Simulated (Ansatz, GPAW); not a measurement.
# A 7-layer slab of Al(110): simulated STM images, part 3 of 3

Wanted: filled- and empty-state images of a 7-layer slab of Al(110), with its work function.

GPAW 26.7.0 and Ansatz 0.2.0; Ansatz plane waves; slab in vacuum with a dipole correction, relaxation (the session's first sound run).

So far, upper work function (eV): step 2 (relaxing the atoms, PBE) 4.02; step 3 (plane waves, PBE) 4.03.

## 4. A second plane-wave code

A second program with its own datasets checks the number independently.

This step: Ansatz plane waves; slab in vacuum with a dipole correction (Ansatz 0.2.0).

Contents of input.yaml:

```yaml
crystal:
  lattice:
    - [4.05, 0.0, 0.0]
    - [0.0, 2.8637824638, 0.0]
    - [0.0, 0.0, 24.5913473914]
  atoms:
    - { symbol: Al, position: [0.0, 0.0, 0.3253176767] }
    - { symbol: Al, position: [0.5, 0.5, 0.3835451178] }
    - { symbol: Al, position: [0.0, 0.0, 0.4417725589] }
    - { symbol: Al, position: [0.5, 0.5, 0.5005998606] }
    - { symbol: Al, position: [0.0, 0.0, 0.5579939915] }
    - { symbol: Al, position: [0.5, 0.5, 0.6189068377] }
    - { symbol: Al, position: [0.0, 0.0, 0.6723814944] }
kpoints:
  mp_grid: { grid: [8, 11, 1] }
hamiltonian:
  xc: pbe
scf:
  occupations: { method: fermi_dirac, width: 0.1 }
efield:
  axis: 3
  dipole_correction: true
  ramp_width: 0.05
output:
  forces: true
  band_densities: [{ e_range: [-0.5, 0] }, { e_range: [0, 0.5] }]
  write_potential: true
  write_density: true
  volumetric_format: npy
```

On the command line:

```
ansatz run input.yaml --threads 4 --pin off --max-ram 8192MiB --backend cpu --events-out ev --progress --plain --runs-dir out
```

Numbers of over 12 decimals in the logs are rounded to 6 here.

What it wrote:

```text
[...]
Crystal: 7 atoms, lattice volume = 285.218 Å³
Basis set: ecut = 420 eV, 5603 PW (Γ), exchange–correlation on 60×40×360 points (8 copies of the dense FFT grid, shifted against one another)
Bands: 18, of which v1, the nominal top of the filled ones, is band 11 counted from 1 (10 counted from 0)
Symmetry: 4 space group operations
[...]
k-points: 30 of 88
[...]
SCF iter   1: F=—  HF=-3761.128646 eV  |F-HF|=—  |Δ(HF+E_count)|=         —  Δρ=8.89e-4  dr2=4.38e-3  ethr=1.77e-3  p=-0.000 e·Å  D=-6.77e-5 V/Å  ΔV_dip=0.00 eV  dr2_dipole=4.27e-4  V_vac-E_F(+/−)=3.99/3.99 eV  ⟨swp⟩=9.1  Hψ=3958  notcnv=0
[...]
SCF iter   6: F=-3761.129803 eV  HF=-3761.129803 eV  |F-HF|=2.44e-8  |Δ(HF+E_count)|=   4.52e-7  Δρ=1.18e-6  dr2=9.15e-9  ethr=4.76e-10  p=0.001 e·Å  D=7.35e-4 V/Å  ΔV_dip=-0.02 eV  dr2_dipole=1.14e-12  V_vac-E_F(+/−)=4.02/4.04 eV  ⟨swp⟩=16.6  Hψ=4814  notcnv=0
SCF 1 converged in 6 iterations: F = -3761.129803 eV  dr2 = 9.15e-9
[...]
SCF converged after 6 iterations
Free energy (F): -3761.129803 eV
[...]
Internal energy: -3761.039442 eV  (E = F + TS)
E sigma→0 (E₀):  -3761.084623 eV
Entropy (-TS):   -0.090360 eV (-12.909 meV/atom)
Fermi energy:    0.879481 eV
Dipole field:    D = 0.000736 V/Å  (p = 0.001160 e·Å, saw-weighted, corrected)
Work function:   Φ+ = 4.0241 eV   Φ− = 4.0422 eV
[...]
--- Forces (eV/Å), atoms counted from 1 ---
  atom   1  Al     0.00000000     0.00000000     0.19423893
  atom   2  Al     0.00000000     0.00000000    -0.18707381
  atom   3  Al     0.00000000     0.00000000    -0.00519077
  atom   4  Al     0.00000000     0.00000000     0.00047026
  atom   5  Al     0.00000000     0.00000000     0.01012893
  atom   6  Al     0.00000000     0.00000000    -0.00703345
  atom   7  Al     0.00000000     0.00000000    -0.00553756
  max |Σ_I F_I| component: 2.54e-6 eV/Å
--- Band table (eV; the first three rows and the last of 30) ---
  k-point 0: bands = [... 7 lower, -0.8686, -0.3656, 0.5281, 0.5952, 1.0536, 2.3084, 2.5087, 3.3786, ... 3 higher]
  k-point 1: bands = [... 7 lower, -0.7322, -0.2231, 0.6645, 0.7349, 1.1773, 2.4330, 2.6454, 3.4799, ... 3 higher]
  k-point 2: bands = [... 7 lower, -0.3228, 0.1804, 1.0738, 1.1301, 1.3123, 2.1121, 2.7046, 2.7489, ... 3 higher]
  k-point 29: bands = [... 7 lower, -1.7273, -1.5003, -1.4181, -0.4727, -0.1936, 0.3838, 0.6941, 1.7397, ... 3 higher]
--- Band densities, each state counted as filled ---
  window                                       electrons  max residual (eV)  cut levels
  e_range: [-0.5, 0]                            1.522727             4.5e-9           0
  e_range: [0, 0.5]                             1.568182             3.1e-7           0
```

Elapsed: 2.5 s, on 4 threads of Intel Xeon 6975P-C (Granite Rapids), shared host; peak memory 0.62 GiB; 9.3 s of CPU time.

This step gave:

```
upper work function             : 4.024 eV
lower work function             : 4.042 eV
dipole along the normal         : 0.001160 e·Å
dipole field                    : 7.36e-4 V/Å
vacuum level above              : 4.904 eV
corrugation e range -0.5 0 3    : 0.6351 Å
decay e range -0.5 0            : 1.207 Å⁻¹
apparent barrier e range -0.5 0 : 5.547 eV, hbar² kappa² / 2m (holds the in-plane momentum too)
corrugation e range 0 0.5 3     : 0.6101 Å
decay e range 0 0.5             : 0.9977 Å⁻¹
apparent barrier e range 0 0.5  : 3.793 eV, hbar² kappa² / 2m (holds the in-plane momentum too)
```

The electrostatic potential energy of an electron (with the applied field's), less the Fermi level, planar mean oscillates, so the rows of the table below give means over windows of 1.5 Å about each position, cut where the curve ends. Its maxima inside the range that stand out by 2 % of the span (Å: eV): 9.4: -4.12, 10.9: -4.13, 12.3: -4.14, 13.8: -4.09, 15.0: -4.20. Its minima: 8.7: -5.13, 10.1: -5.15, 11.6: -5.01, 13.0: -5.27, 14.5: -4.62, 15.8: -6.03.

Table of electrostatic potential energy of an electron (with the applied field's), less the Fermi level, planar mean by z; means over each step:

| z (Å) | electrostatic potential energy of an electron (with the applied field's), less the Fermi level, planar mean (eV) |
| --- | --- |
| 0.75 | 4.04 |
| 2.25 | 4.04 |
| 3.75 | 4.04 |
| 5.25 | 3.98 |
| 6.75 | 1.82 |
| 8.25 | -4.11 |
| 9.75 | -4.61 |
| 11.25 | -4.55 |
| 12.75 | -4.65 |
| 14.25 | -4.37 |
| 15.75 | -4.96 |
| 17.25 | -0.629 |
| 18.75 | 3.78 |
| 20.25 | 4.02 |
| 21.75 | 4.02 |
| 23.25 | 4.02 |

The valence density, planar mean oscillates, so the rows of the table below give means over windows of 1.43 Å about each position, cut where the curve ends. Its maxima inside the range that stand out by 2 % of the span (Å: e/Å³): 8.7: 0.187, 10.1: 0.190, 11.6: 0.191, 13.0: 0.193, 14.5: 0.187, 15.8: 0.195. Its minima: 9.4: 0.173, 10.8: 0.171, 12.3: 0.171, 13.8: 0.167, 15.0: 0.176.

Valence density, planar mean against z; means over each step:

z (Å), valence density, planar mean (e/Å³) and a bar:
```
     2.15      0.000 
     3.58      0.000 
     5.01      0.001 
     6.44      0.029 #####
     7.87      0.133 ######################
     9.30      0.180 ##############################
    10.73      0.180 #############################
    12.16      0.181 ##############################
    13.59      0.178 #############################
    15.02      0.183 ##############################
    16.45      0.156 ##########################
    17.88      0.043 #######
    19.31      0.002 
    20.74      0.000 
    22.17      0.000
```

E_range_-0.5_0. The planar mean of the window's density by height over the top atom:

height over the top atom (Å), log10 planar mean of the window's density (e/Å³) and a bar from the least value:
```
     1.50       -2.4 ##############################
     1.70       -2.6 #############################
     2.10       -2.9 ###########################
     2.30       -3.1 ##########################
     2.50       -3.3 #########################
     2.70       -3.5 ########################
     3.10       -3.9 ######################
     3.30       -4.1 #####################
     3.50       -4.3 ####################
     3.90       -4.7 #################
     4.10       -4.9 ################
     4.30       -5.2 ###############
     4.50       -5.4 ##############
     4.90       -5.8 ############
     5.10       -6.0 ###########
     5.30       -6.2 #########
     5.70       -6.7 #######
     5.90       -6.9 ######
     6.10       -7.1 #####
     6.30       -7.3 ####
     6.70       -7.8 #
     6.90       -8.0
```

Density over a1 and a2. Constant height 3 Å over the top atom, window e_range_-0.5_0.

Values in units of 1e-4 e/Å³, 12 rows by 16 columns, each cell a mean:
```
2.7 2.6 2.3 2.0 1.7 1.4 1.1 1.0 1.0 1.0 1.2 1.5 1.8 2.2 2.5 2.6
2.6 2.5 2.2 1.9 1.6 1.3 1.1 0.9 0.9 1.0 1.2 1.4 1.8 2.1 2.3 2.5
2.4 2.3 2.1 1.8 1.5 1.2 1.0 0.9 0.9 0.9 1.1 1.3 1.6 1.9 2.2 2.3
2.2 2.1 1.9 1.6 1.4 1.1 0.9 0.8 0.8 0.8 1.0 1.2 1.5 1.8 2.0 2.1
2.0 1.9 1.8 1.5 1.3 1.0 0.9 0.8 0.7 0.8 0.9 1.1 1.4 1.6 1.9 2.0
1.9 1.9 1.7 1.5 1.2 1.0 0.8 0.7 0.7 0.8 0.9 1.1 1.3 1.6 1.8 1.9
2.0 1.9 1.7 1.5 1.3 1.0 0.8 0.7 0.7 0.8 0.9 1.1 1.4 1.6 1.8 2.0
2.1 2.0 1.8 1.6 1.3 1.1 0.9 0.8 0.8 0.8 1.0 1.2 1.5 1.7 1.9 2.1
2.3 2.2 2.0 1.7 1.4 1.2 1.0 0.8 0.8 0.9 1.1 1.3 1.6 1.9 2.1 2.2
2.5 2.4 2.2 1.9 1.6 1.3 1.1 0.9 0.9 1.0 1.2 1.4 1.7 2.0 2.3 2.5
2.6 2.5 2.3 2.0 1.7 1.4 1.1 1.0 0.9 1.0 1.2 1.5 1.8 2.1 2.4 2.6
2.7 2.6 2.4 2.0 1.7 1.4 1.1 1.0 1.0 1.1 1.2 1.5 1.9 2.2 2.5 2.7
```
Columns: a1 from 0 to 0.967; rows upwards: a2 from 0 to 0.95.

Tip height over the top atom over a1 and a2. Constant current at the density 1.560e-04 e/Å^3, window e_range_-0.5_0.

Ten even steps from '0' (2.59 Å) to '9' (3.22 Å):
```
999998876654433233445667889999
999998876654332223345667889999
999988776554332223345567788999
999888776544322222344567788899
998887765543221112234556778889
888877665443211111234456677888
888877665432110001123456677888
888776654432100000123445667788
887776654332100000123345667778
877776654322100000122345667777
887776654332100000123345667778
888776654432100000123445667788
888877665432110001123456677888
888877665443211111234456677888
998887765543221112234556778889
999888776544322222344567788899
999988776554332223345567788999
999998876654332223345667889999
999998876654433233445667889999
999998877654433233445677889999
```
Columns: a1 from 0 to 0.967; rows upwards: a2 from 0 to 0.95.

E_range_0_0.5. The planar mean of the window's density by height over the top atom:

height over the top atom (Å), log10 planar mean of the window's density (e/Å³) and a bar from the least value:
```
     1.50       -2.3 ##############################
     1.70       -2.5 #############################
     2.10       -2.8 ###########################
     2.30       -2.9 ##########################
     2.50       -3.1 #########################
     2.70       -3.3 ########################
     3.10       -3.6 #####################
     3.30       -3.8 ####################
     3.50       -3.9 ###################
     3.90       -4.3 #################
     4.10       -4.5 ################
     4.30       -4.6 ###############
     4.50       -4.8 #############
     4.90       -5.2 ###########
     5.10       -5.3 ##########
     5.30       -5.5 #########
     5.70       -5.9 #######
     5.90       -6.0 #####
     6.10       -6.2 ####
     6.30       -6.4 ###
     6.70       -6.7 #
     6.90       -6.9
```

Density over a1 and a2. Constant height 3 Å over the top atom, window e_range_0_0.5.

Ten even steps from '_' (1.69 × 1e-4 e/Å³) to '@' (4.77 × 1e-4 e/Å³):
```
@@@@@@%%%%##**++==----::..............::----==++**##%%%%@@@@
@@@@@@%%%%##**++==--::::..............::::--==++**##%%%%@@@@
@@@@%%%%##****++==--::::......__......::::--==++****##%%%%@@
%%%%%%####**++====--::......______......::--====++**####%%%%
%%%%####****++==----::....__________....::----==++****####%%
########**++++==--::::....__________....::::--==++++**######
######****++==----::....______________....::----==++****####
##******++++==--::::....______________....::::--==++++******
********++====--::::....______________....::::--====++******
********++====--::::..__________________..::::--====++******
********++====--::::....______________....::::--====++******
##******++++==--::::....______________....::::--==++++******
######****++==----::....______________....::----==++****####
########**++++==--::::....__________....::::--==++++**######
%%%%####****++==----::....__________....::----==++****####%%
%%%%%%####**++====--::......______......::--====++**####%%%%
@@@@%%%%##****++==--::::......__......::::--==++****##%%%%@@
@@@@@@%%%%##**++==--::::..............::::--==++**##%%%%@@@@
@@@@@@%%%%##**++==----::..............::----==++**##%%%%@@@@
@@@@@@@@%%##**++==----::..............::----==++**##%%@@@@@@
```
Columns: a1 from 0 to 0.967; rows upwards: a2 from 0 to 0.95.

Tip height over the top atom over a1 and a2. Constant current at the density 3.025e-04 e/Å^3, window e_range_0_0.5.

Values in Å, 12 rows by 16 columns, each cell a mean:
```
3.20 3.19 3.15 3.09 3.02 2.93 2.85 2.78 2.76 2.81 2.89 2.97 3.06 3.12 3.17 3.20
3.19 3.17 3.13 3.08 3.00 2.92 2.83 2.76 2.74 2.79 2.87 2.96 3.04 3.11 3.15 3.18
3.17 3.15 3.11 3.06 2.98 2.89 2.80 2.73 2.71 2.75 2.84 2.93 3.02 3.08 3.13 3.16
3.14 3.12 3.09 3.03 2.95 2.85 2.76 2.68 2.66 2.71 2.80 2.90 2.99 3.06 3.11 3.13
3.12 3.10 3.06 3.00 2.92 2.82 2.72 2.64 2.62 2.68 2.77 2.87 2.96 3.03 3.09 3.11
3.11 3.09 3.05 2.99 2.91 2.81 2.71 2.62 2.60 2.66 2.75 2.86 2.95 3.02 3.07 3.10
3.11 3.10 3.06 3.00 2.91 2.82 2.71 2.63 2.61 2.67 2.76 2.86 2.95 3.03 3.08 3.11
3.13 3.12 3.08 3.02 2.94 2.84 2.74 2.67 2.65 2.70 2.79 2.89 2.98 3.05 3.10 3.13
3.16 3.14 3.10 3.04 2.96 2.87 2.78 2.71 2.69 2.73 2.82 2.92 3.00 3.07 3.12 3.15
3.18 3.16 3.13 3.07 2.99 2.91 2.82 2.75 2.73 2.78 2.86 2.95 3.03 3.10 3.15 3.17
3.20 3.18 3.14 3.09 3.01 2.93 2.84 2.77 2.76 2.80 2.88 2.97 3.05 3.12 3.16 3.19
3.20 3.19 3.15 3.10 3.02 2.94 2.85 2.79 2.77 2.81 2.89 2.98 3.06 3.12 3.17 3.20
```
Columns: a1 from 0 to 0.967; rows upwards: a2 from 0 to 0.95.

Force by atom:

| atom | x (eV/Å) | y (eV/Å) | z (eV/Å) | size |
| --- | --- | --- | --- | --- |
| Al1 | 0.000 | 0.000 | 0.194 | 0.194 |
| Al2 | 0.000 | 0.000 | -0.187 | 0.187 |
| Al3 | 0.000 | 0.000 | -0.005 | 0.005 |
| Al4 | 0.000 | 0.000 | 0.000 | 0.000 |
| Al5 | 0.000 | 0.000 | 0.010 | 0.010 |
| Al6 | 0.000 | 0.000 | -0.007 | 0.007 |
| Al7 | 0.000 | 0.000 | -0.006 | 0.006 |

The upper face's work function is 4.024 eV, against 4.026 eV in the first plane-wave PBE run at this geometry.

## 5. Side by side

Results and costs are gathered.

This step: comparison of work functions, dipole and cost (GPAW 26.7.0).

Ladder, by row:

| step | code | work function, upper (eV) | work function, lower (eV) | dipole (e Å) | wall time (s) | peak memory (GiB) | threads |
| --- | --- | --- | --- | --- | --- | --- | --- |
| pw | GPAW | 4.026 | 4.044 | 0.001115 | 63.8 | 0.43 | 1 |
| ansatz | Ansatz | 4.024 | 4.042 | 0.00116 | 2.47 | 0.622 | 4 |

## 6. Outcome

| Property | Result |
| --- | --- |
| work function, upper and lower face | 4.026 and 4.044 eV |
| dipole along the normal | 0.00112 e Å |
| corrugation at -0.5 V | 0.644 Å |
| corrugation at 0.5 V | 0.619 Å |

The tip height varies by 0.62 to 0.64 Å over the cell, much the same at every bias tried. Negative sample bias images filled states, positive bias empty ones. The measured value for this face is 4.23 eV (as compiled in "Properties of real metallic surfaces: Effects of density functional semilocality and van der Waals nonlocality", 2017, arxiv:1702.08515); the relaxed upper face lies 0.20 eV under it with PBE. Measured work functions scatter by a tenth of an eV or more between methods. The two plane-wave codes differ by 0.0020 eV on the upper face. The images are of Tersoff-Hamann type: an s-wave tip, no tip-sample forces, heights closer than in a microscope. Ansatz gives corrugations of 0.64 Å at -0.5 V (GPAW 0.64) and 0.61 Å at 0.5 V (GPAW 0.62). GPAW's time includes a further run over the whole zone for the images, so the two times are not like for like. The small printed dipole stands for a step of -17 meV from the lower to the upper face, and the probes find -18 meV; values this small are near the numerical noise of both. The in-plane lattice was kept as typed, which isn't the functional's own and leaves some strain; spin-orbit coupling and temperature are left out.

[Logs are printed without paths, hosts, clocks, repeated set-up lines and the standing remarks that a program may print on its own settings, such as how far it seeks lower states.]

[Hosts, paths, dates, database ids (printed as entryN), source tags and the programs' standing remarks are cut or masked in the printed files.]
